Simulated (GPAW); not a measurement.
## InF3 (R-3c): G0W0 with GPAW, start to end

How does a plane-wave GW calculation on InF3 (R-3c) run from the first input to the gap?

Main program and level: GPAW 26.7.0; LDA and many-body steps on it, plane waves.

### Step 1. The starting structure

Symmetry: R-3c, No. 167, trigonal system. The conventional cell has a = 5.204 Å, b = 5.204 Å, c = 14.723 Å, α = 90.00°, β = 90.00°, γ = 120.00°. In has 6 F at 2.08 Å nearest. Nearest to F lie 2 In at 2.08 Å. Farther neighbours and most contacts between anions are not listed.

The cell and positions are those that the Materials Project relaxed with its own functionals (PBE, PBE+U or r2SCAN), kept fixed.

### Step 2. Ground state

This step: GPAW 26.7.0; DFT, LDA, plane waves, PAW.

The ground-state density comes first.

run.py reads:

```python
import json
import numpy as np
from gpaw.mpi import world
from ase import Atoms
from gpaw import GPAW, PW, FermiDirac

atoms = Atoms(['In', 'In', 'F', 'F', 'F', 'F', 'F', 'F'],
    cell=[[2.6021411829, 1.5023469124, 4.9075061345],
      [-2.6021411829, 1.5023469124, 4.9075061345],
      [0.0000000000, -3.0046938249, 4.9075061345]],
    scaled_positions=[[0.5000000000, 0.5000000000, 0.5000000000],
      [0.0000000000, 0.0000000000, 0.0000000000],
      [0.3957092200, 0.7500000000, 0.1042907800],
      [0.7500000000, 0.1042907800, 0.3957092200],
      [0.8957092200, 0.6042907800, 0.2500000000],
      [0.2500000000, 0.8957092200, 0.6042907800],
      [0.6042907800, 0.2500000000, 0.8957092200],
      [0.1042907800, 0.3957092200, 0.7500000000]],
    pbc=(True, True, True))
calc = GPAW(mode=PW(600),
    xc='LDA',
    kpts={'size': (6, 6, 6), 'gamma': True},
    occupations=FermiDirac(0.001),
    nbands=-10,
    convergence={'density': 1e-6, 'bands': -3},
    maxiter=100,
    txt='gs.txt')
atoms.calc = calc
res = {'energy': atoms.get_potential_energy()}
kpts = calc.get_ibz_k_points()
res['kpts'] = kpts
res['eigenvalues'] = [calc.get_eigenvalues(kpt=k) for k in range(len(kpts))]
res['n_electrons'] = calc.get_number_of_electrons()
calc.write('gs.gpw')

if world.rank == 0:
    with open('result.json', 'w') as f:
        json.dump(res, f, default=lambda x: x.tolist())
```

On the command line:

```sh
$ mpirun -n 4 gpaw python run.py
```

Numbers of over 12 decimals in the logs are rounded to 6 here.

The log of the run:

```text
__  _  _
 | _ |_)|_||  |
 |__||  | ||/\| - 26.7.0

Input parameters:
  mode=PW(ecut=600.0),
  convergence={'density': 1e-06, 'bands': -3},
  kpts=MonkhorstPack(size=(6, 6, 6), gamma=True),
  maxiter=100,
  nbands=-10,
  occupations=Occupations(name='fermi-dirac', width=0.001, fixmagmom=False),
  xc=XC(name='LDA')
  [... matrices ...]
Diagonalizing LCAO Hamiltonian
Converting LCAO to pw mode

        F      F
             F
            In
           F    F
         F

            In

Atoms  # Å, Bohr magnetons
|   | symbol |         x |         y |        z |    initial magnetic moments |
| 0 |     In |  0.000000 | -0.000000 | 7.361259 | ( 0.0000,  0.0000,  0.0000) |
| 1 |     In |  0.000000 |  0.000000 | 0.000000 | ( 0.0000,  0.0000,  0.0000) |
| 2 |      F | -0.921915 |  1.407891 | 6.134383 | ( 0.0000,  0.0000,  0.0000) |
| 3 |      F |  1.680227 |  0.094456 | 6.134383 | ( 0.0000,  0.0000,  0.0000) |
| 4 |      F |  0.758312 |  1.502347 | 8.588136 | ( 0.0000,  0.0000,  0.0000) |
| 5 |      F | -1.680227 | -0.094456 | 8.588136 | ( 0.0000,  0.0000,  0.0000) |
| 6 |      F |  0.921915 | -1.407891 | 8.588136 | ( 0.0000,  0.0000,  0.0000) |
| 7 |      F | -0.758312 | -1.502347 | 6.134383 | ( 0.0000,  0.0000,  0.0000) |

Unit cell  # Å
| periodic |         x |         y |        z |  lengths |    angles |
|      yes |  2.602141 |  1.502347 | 4.907506 | 5.754285 | 53.771033 |
|      yes | -2.602141 |  1.502347 | 4.907506 | 5.754285 | 53.771033 |
|      yes |  0.000000 | -3.004694 | 4.907506 | 5.754285 | 53.771033 |

Number of symmetries: 6
Symmetry operations  # r_c * U_cc + t_c -> r_c
|   | kind |            matrix            |
| 0 |  E   |  1, 0, 0,  0, 1, 0,  0, 0, 1 |
| 1 |  C3  |  0, 1, 0,  0, 0, 1,  1, 0, 0 |
| 2 |  C3  |  0, 0, 1,  1, 0, 0,  0, 1, 0 |
| 3 |  S6  |  0, 0,-1, -1, 0, 0,  0,-1, 0 |
| 4 |  S6  |  0,-1, 0,  0, 0,-1, -1, 0, 0 |
| 5 |  i   | -1, 0, 0,  0,-1, 0,  0, 0,-1 |

BZ-sampling:
  Number of BZ points: 216
  Number of IBZ points: 40

  Monkhorst-Pack size: [6, 6, 6]
  Monkhorst-Pack shift: [0.083333, 0.083333, 0.083333]

K-points  # in reciprocal-cell coordinates
|     |                                coordinates |     weight |
|   0 | (  0.00000000,   0.00000000,   0.00000000) | 0.00462963 |
|   1 | (  0.16666667,   0.00000000,  -0.16666667) | 0.02777778 |
|   2 | (  0.16666667,   0.00000000,   0.00000000) | 0.02777778 |
|   3 | (  0.16666667,   0.16666667,  -0.16666667) | 0.02777778 |
|   4 | (  0.16666667,   0.16666667,   0.00000000) | 0.02777778 |
|   5 | (  0.16666667,   0.16666667,   0.16666667) | 0.00925926 |
|   6 | (  0.33333333,  -0.16666667,  -0.33333333) | 0.02777778 |
|   7 | (  0.33333333,  -0.16666667,  -0.16666667) | 0.02777778 |
|   8 | (  0.33333333,  -0.16666667,   0.00000000) | 0.02777778 |
|   9 | (  0.33333333,  -0.16666667,   0.16666667) | 0.02777778 |
| ... |                                            |            |
|  39 | (  0.50000000,   0.50000000,   0.50000000) | 0.00462963 |

Plane wave coefficients: 3895
Cutoff: 600.0 eV

Spin-components: 1 (collinear spins)
Bands:           44
Projectors:      42
Spin-degeneracy: 2
Datatype:        complex128

  Storage: CPU
  Wave functions: 109_683_200 bytes (27_420_800 per core)
  Projectors: 69_798_400 bytes (17_449_600 per core)
  [... matrices ...]
Parallelization:
  kpt:    4
  domain: 1
  band:   1

Density:
  Valence electrons: 68.0
  Components: 1
  Grid points: [35 35 35]
  Charge: 0.0  # |e|

Potential:
  Grid points: [35 35 35]

species:
  In:
    name:    Indium
    Z:       49.0
    valence: 13
    core:    36
    charge:  0.0  # [|e|]
    compensation charges:
      type: gauss
      rc: 0.36  # [Å]
      lmax: 2
    cutoffs:
      filter: 2.09  # [Å]
      core: 2.48  # [Å]
    projectors
    | kind |    occ | energy [eV] | rcut [Å] |
    |   5s |  2.000 |      -8.474 |    1.185 |
    |   5p |  1.000 |      -2.700 |    1.244 |
    |   4d | 10.000 |     -18.723 |    1.148 |
    |    s |        |      18.738 |    1.185 |
    |    p |        |      24.512 |    1.244 |
    |    d |        |       8.489 |    1.148 |

    Using partial waves for In as LCAO basis

  F:
    name:    Fluorine
    Z:       9.0
    valence: 7
    core:    2
    charge:  0.0  # [|e|]
    compensation charges:
      type: gauss
      rc: 0.20  # [Å]
      lmax: 2
    cutoffs:
      filter: 1.14  # [Å]
      core: 0.74  # [Å]
    projectors
    | kind |    occ | energy [eV] | rcut [Å] |
    |   2s |  2.000 |     -29.647 |    0.635 |
    |   2p |  5.000 |     -11.293 |    0.635 |
    |    s |        |      -2.435 |    0.635 |
    |    p |        |      15.918 |    0.635 |
    |    d |        |       0.000 |    0.635 |

    Using partial waves for F as LCAO basis

Reference energy: -335862.333596  # eV

eigensolver:
  PPCG
  Converge bands: -3
  niter=2

density mixing:
  MSR1-Mixer
  Pratt-step length: 0.05
  Maximum mixing coefficient: 0.75
  Old densities: 10
  SVD Regularization: 0.005
  Good broyden scale: 1.0
  Trust region scale: 1.0
  Backstep threshold: 4.0
  History deletion threshold: 6.0
  Fourier metric: weight=20.0, sigma=0.015

occupation numbers:
  Fermi-Dirac:
    width: 0.0010  # eV

poisson solver:
  ecut: 4800.0  # eV

xc functional:
  name: None

Initialization done in: 5.667 s

convergence criteria:
- Maximum integral of absolute [dens]ity change: 1e-06 electrons / valence electron
- Maximum [total energy] change in last 3 cyles: 0.0005 eV / valence electron
- Maximum integral of absolute [eigenst]ate change: 4e-08 eV^2 / valence electron
maximum number of iterations: 100

SCF iterations
|iter     |     time |      energy | eigst |  dens |
|iter:   1|  |  -44.336869 | +0.17 |       |
|iter:   2|  |  -43.412955 | -0.58 | -1.05 |
|iter:   3|  |  -40.582722 | -0.34 | -1.10 |
|iter:   4|  |  -40.503036 | -1.22 | -1.56 |
|iter:   5|  |  -40.489068 | -2.06 | -1.91 |
|iter:   6|  |  -40.489003c| -1.68 | -2.93 |
|iter:   7|  |  -40.489004c| -2.68 | -3.36 |
|iter:   8|  |  -40.489004c| -3.54 | -4.25 |
|iter:   9|  |  -40.489004c| -4.11 | -5.03 |
|iter:  10|  |  -40.489004c| -4.69 | -5.56 |
|iter:  11|  |  -40.489004c| -5.25 | -6.34c|
|iter:  12|  |  -40.489004c| -5.78 | -6.90c|
|iter:  13|  |  -40.489004c| -6.27 | -7.59c|
|iter:  14|  |  -40.489004c| -6.78 | -8.43c|
|iter:  15|  |  -40.489004c| -7.27 | -8.95c|
|iter:  16|  |  -40.489004c| -7.72c| -9.50c|

Converged in 16 steps
SCF loop duration: 133.407 s (8.338 s/step)
Energy contributions relative to reference atoms: (reference = -335862.333596)
  [... matrices ...]
Energy contributions:
  Kinetic:          85.327288
  Coulomb:         -79.925641
  Zero:              0.850203
  External:          0.000000
  Xc:              -46.740855
  Entropy:          -0.000000
  Spinorbit:         0.000000
  ----------------------------
  Free energy:     -40.489004
  Extrapolated:    -40.489004

dipole moment: (0.000000, 0.000000, -48.457894)  # |e|*Ang

Fermi level: 0.378
Eigenvalues  # (at kpt = [0.000, 0.000, 0.000])
| band index |      eig [eV] | occ [0-2] |
|          0 |       -21.007 |     2.000 |
|        ... |               |           |
|         26 |        -1.610 |     2.000 |
|         27 |        -1.307 |     2.000 |
|         28 |        -1.186 |     2.000 |
|         29 |        -1.186 |     2.000 |
|         30 |        -1.164 |     2.000 |
|         31 |        -1.164 |     2.000 |
|         32 |        -1.022 |     2.000 |
|         33 |        -1.022 |     2.000 |
|         34 |         3.014 |     0.000 |
[...]
|         38 |        10.490 |     0.000 |
|         39 |        11.498 |     0.000 |
|         40 |        12.407 |     0.000 |
|         41 |        12.407 |     0.000 |
|        ... |               |           |
|         43 |        13.182 |     0.000 |

Gap: 4.001 eV
Transition (v -> c):
  (s=0, k=36, n=33, [0.50, 0.50, 0.00]) -> (s=0, k=0, n=34, [0.00, 0.00, 0.00])
Direct/indirect transitions are different
Direct gap: 4.036 eV
Transition at: (s=0, k=0, n=33, [0.00, 0.00, 0.00])
# Writing to gs.gpw (mode='')
  [... matrices ...]
```

It took 2.4 min on 4 MPI ranks of Arm Neoverse N1, shared host; peak memory 1 GiB.

Numbers from this step:

```yaml
total_energy: -40.49 eV
gap: 4.001 eV
k_of_the_valence_top: 0.5, 0.5, 0
k_of_the_conduction_bottom: 0, 0, 0
least_direct_gap: 4.036 eV
```

The gap is indirect, with the least direct gap 0.03 eV higher.

### Step 3. Bands along the symmetry lines

The cheap functional maps the bands first; the places of the edges decide which points the dearer methods must see.

run.py reads:

```python
import json
import numpy as np
from gpaw.mpi import world
from gpaw import GPAW

path = [[0.000000, 0.000000, 0.000000],
    [0.062500, 0.062500, 0.062500],
    [0.125000, 0.125000, 0.125000],
    [0.187500, 0.187500, 0.187500],
    [0.250000, 0.250000, 0.250000],
    [0.312500, 0.312500, 0.312500],
    [0.375000, 0.375000, 0.375000],
    [0.437500, 0.437500, 0.437500],
    [0.500000, 0.500000, 0.500000],
    [0.533857, 0.466143, 0.500000],
    [0.567714, 0.432286, 0.500000],
    [0.601571, 0.398429, 0.500000],
    [0.635428, 0.364572, 0.500000],
    [0.669285, 0.330715, 0.500000],
    [0.703141, 0.296859, 0.500000],
    [0.736998, 0.263002, 0.500000],
    [0.770855, 0.229145, 0.500000],
    [0.500000, -0.229145, 0.229145],
    [0.500000, -0.200502, 0.200502],
    [0.500000, -0.171859, 0.171859],
    [0.500000, -0.143215, 0.143215],
    [0.500000, -0.114572, 0.114572],
    [0.500000, -0.085929, 0.085929],
    [0.500000, -0.057286, 0.057286],
    [0.500000, -0.028643, 0.028643],
    [0.500000, 0.000000, 0.000000],
    [0.437500, 0.000000, 0.000000],
    [0.375000, 0.000000, 0.000000],
    [0.312500, 0.000000, 0.000000],
    [0.250000, 0.000000, 0.000000],
    [0.187500, 0.000000, 0.000000],
    [0.125000, 0.000000, 0.000000],
    [0.062500, 0.000000, 0.000000],
    [0.000000, 0.000000, 0.000000],
    [0.045572, -0.045572, 0.000000],
    [0.091143, -0.091143, 0.000000],
    [0.136715, -0.136715, 0.000000],
    [0.182286, -0.182286, 0.000000],
    [0.227858, -0.227858, 0.000000],
    [0.273429, -0.273429, 0.000000],
    [0.319001, -0.319001, 0.000000],
    [0.364572, -0.364572, -0.000000],
    [0.635428, 0.000000, 0.364572],
    [0.618499, 0.000000, 0.381501],
    [0.601571, 0.000000, 0.398429],
    [0.584642, 0.000000, 0.415358],
    [0.567714, 0.000000, 0.432286],
    [0.550785, 0.000000, 0.449215],
    [0.533857, 0.000000, 0.466143],
    [0.516928, 0.000000, 0.483072],
    [0.500000, 0.000000, 0.500000],
    [0.437500, 0.000000, 0.437500],
    [0.375000, 0.000000, 0.375000],
    [0.312500, 0.000000, 0.312500],
    [0.250000, 0.000000, 0.250000],
    [0.187500, 0.000000, 0.187500],
    [0.125000, 0.000000, 0.125000],
    [0.062500, 0.000000, 0.062500],
    [0.000000, 0.000000, 0.000000]]
calc = GPAW('gs.gpw').fixed_density(kpts=path,
    symmetry='off',
    nbands=44,
    convergence={'bands': 40},
    txt='bands.txt')
res = {}
kpts = calc.get_ibz_k_points()
res['kpts'] = kpts
res['eigenvalues'] = [calc.get_eigenvalues(kpt=k) for k in range(len(kpts))]
res['n_electrons'] = calc.get_number_of_electrons()

if world.rank == 0:
    with open('result.json', 'w') as f:
        json.dump(res, f, default=lambda x: x.tolist())
```

On the command line:

```sh
$ mpirun -n 4 gpaw python run.py
```

The log of the run:

```text
Diagonalizing LCAO Hamiltonian
Converting LCAO to pw mode
convergence criteria:
- Maximum integral of absolute [eigenst]ate change: 4e-08 eV^2 / valence electron
maximum number of iterations: 100

SCF iterations
|iter     |     time |      energy | eigst |  dens |
|iter:   1|  |             | +0.45 |       |
|iter:   2|  |             | -0.68 |       |
|iter:   3|  |             | -1.20 |       |
[...]
|iter:  12|  |             | -6.22 |       |
|iter:  13|  |             | -6.88 |       |
|iter:  14|  |             | -7.52c|       |
SCF steps: 14
  __  _  _
 | _ |_)|_||  |
 |__||  | ||/\| - 26.7.0

Input parameters:
  mode=PW(ecut=600.0),
  convergence={'bands': 40},
  gpts=array([35, 35, 35]),
  kpts=KPoints(kpts=array([[ 0.      ,  0.      ,  0.      ],
         [ 0.0625  ,  0.0625  ,  0.0625  ],
         [ 0.125   ,  0.125   ,  0.125   ],
         [ 0.1875  ,  0.1875  ,  0.1875  ],
[...]
[ 0.533857,  0.466143,  0.5     ],
         [ 0.567714,  0.432286,  0.5     ],
         [ 0.601571,  0.398429,  0.5     ],
[...]
[ 0.5     , -0.229145,  0.229145],
         [ 0.5     , -0.200502,  0.200502],
         [ 0.5     , -0.171859,  0.171859],
[...]
[ 0.5     , -0.057286,  0.057286],
         [ 0.5     , -0.028643,  0.028643],
[...]
[ 0.319001, -0.319001,  0.      ],
         [ 0.364572, -0.364572, -0.      ],
         [ 0.635428,  0.      ,  0.364572],
         [ 0.618499,  0.      ,  0.381501],
         [ 0.601571,  0.      ,  0.398429],
[...]
[ 0.533857,  0.      ,  0.466143],
         [ 0.516928,  0.      ,  0.483072],
[...]
[ 0.125   ,  0.      ,  0.125   ],
         [ 0.0625  ,  0.      ,  0.0625  ],
         [ 0.      ,  0.      ,  0.      ]])),
  maxiter=100,
  nbands=44,
  occupations=Occupations(name='fermi-dirac', width=0.001, fixmagmom=False),
  parallel={},
  symmetry=Symmetry(point_group=False, time_reversal=False),
  xc=XC(name='LDA')
```

Run time: 2.7 min. Hardware: 4 MPI ranks; peak memory 1.2 GiB.

Numbers from this step:

```
gap                        : 4.001 eV
k of the valence top       : 0.5, 0, 0.5
k of the conduction bottom : 0, 0, 0
least direct gap           : 4.036 eV
```

The gap is 4.001 eV, as in the run before at this level.

Electronic bands along the path, in eV, zero at the top of the highest filled band:

```csv
point,band 31,band 32,band 33,band 34,band 35,band 36,band 37,band 38
Γ,-0.18,-0.18,-0.03,-0.03,4.00,9.47,10.38,11.48
halfway,-0.20,-0.20,-0.06,-0.06,4.77,8.23,11.13,11.76
T,-0.13,-0.13,-0.13,-0.13,6.43,6.43,11.69,11.69
halfway,-0.22,-0.22,-0.15,-0.15,6.79,6.79,10.64,10.64
H2,-0.19,-0.19,-0.09,-0.09,7.11,7.11,10.00,10.00
jump to H0,-0.19,-0.19,-0.09,-0.09,7.11,7.11,10.00,10.00
halfway,-0.27,-0.27,-0.10,-0.10,6.81,6.81,10.51,10.51
L,-0.27,-0.27,-0.14,-0.14,6.62,6.62,10.99,10.99
halfway,-0.27,-0.26,-0.13,-0.07,4.88,8.42,10.91,11.00
Γ,-0.18,-0.18,-0.03,-0.03,4.00,9.47,10.38,11.48
halfway,-0.24,-0.18,-0.17,-0.04,5.19,8.23,10.42,11.29
S0,-0.23,-0.19,-0.15,-0.03,6.88,7.25,9.86,10.60
jump to S2,-0.23,-0.19,-0.15,-0.03,6.88,7.25,9.86,10.60
halfway,-0.22,-0.19,-0.14,-0.01,6.64,7.86,9.68,10.47
F,-0.26,-0.20,-0.11,0.00,6.56,8.12,9.56,10.45
halfway,-0.26,-0.16,-0.15,-0.08,5.10,8.56,10.51,10.70
Γ,-0.18,-0.18,-0.03,-0.03,4.00,9.47,10.38,11.48
```

### Step 4. Empty states on the mesh, 4×4×4 mesh, 146 bands

The sums over transitions need many empty states on a uniform mesh; this step solves for them.

run.py reads:

```python
import json
import numpy as np
from gpaw.mpi import world
from gpaw import GPAW

calc = GPAW('gs.gpw').fixed_density(kpts={'size': (4, 4, 4), 'gamma': True},
    nbands=170,
    convergence={'bands': 146},
    txt='nscf.txt')
calc.write('full.gpw', mode='all')
res = {}
kpts = calc.get_ibz_k_points()
res['kpts'] = kpts
res['eigenvalues'] = [calc.get_eigenvalues(kpt=k) for k in range(len(kpts))]
res['n_electrons'] = calc.get_number_of_electrons()

if world.rank == 0:
    with open('result.json', 'w') as f:
        json.dump(res, f, default=lambda x: x.tolist())
```

On the command line:

```sh
$ mpirun -n 4 gpaw python run.py
```

The log of the run:

```text
Diagonalizing LCAO Hamiltonian
Converting LCAO to pw mode
convergence criteria:
- Maximum integral of absolute [eigenst]ate change: 4e-08 eV^2 / valence electron
maximum number of iterations: 100

SCF iterations
|iter     |     time |      energy | eigst |  dens |
|iter:   1|  |             | +3.86 |       |
|iter:   2|  |             | +2.63 |       |
|iter:   3|  |             | +1.58 |       |
[...]
|iter:  14|  |             | -6.88 |       |
|iter:  15|  |             | -7.15 |       |
|iter:  16|  |             | -7.67c|       |
SCF steps: 16
  __  _  _
 | _ |_)|_||  |
 |__||  | ||/\| - 26.7.0

Input parameters:
  mode=PW(ecut=600.0),
  convergence={'bands': 146},
  gpts=array([35, 35, 35]),
  kpts=MonkhorstPack(size=(4, 4, 4), gamma=True),
  maxiter=100,
  nbands=170,
  occupations=Occupations(name='fermi-dirac', width=0.001, fixmagmom=False),
  parallel={},
  xc=XC(name='LDA')
# Writing to full.gpw (mode='all')
  [... matrices ...]

timing:  # [seconds]
  Total: 0.103  # ━━━━━━━━━━━━━━━━━━━━━━━━━━━━━━━━━━━━━━━━━━━━━━━━━━━━━━━━━━━
```

Elapsed: 3.8 min, on 4 MPI ranks; peak memory 1.2 GiB.

This step gave:

| Quantity | Value |
| --- | --- |
| gap | 4.001 eV |
| k of the valence top | 0.5, 0.5, 0 |
| k of the conduction bottom | 0, 0, 0 |
| least direct gap | 4.036 eV |
| k points computed | 14 |
| lowest point of the top converged band, above the valence top | 56.6964 eV |

On this mesh the gap is 4.001 eV.

[end of part 1 of 2]

[Paths, hosts, dates, memory and timing lines, banners, echoed tables and standing remarks are left out of the program output.]

[Logs are printed without paths, hosts, clocks, repeated set-up lines and the standing remarks that a program may print on its own settings, such as how far it seeks lower states.]

[Runs of the session that timed out or met a known fault of the program may be left out.]

[Hosts, paths, dates, database ids (printed as entryN), source tags and the programs' standing remarks are cut or masked in the printed files.]
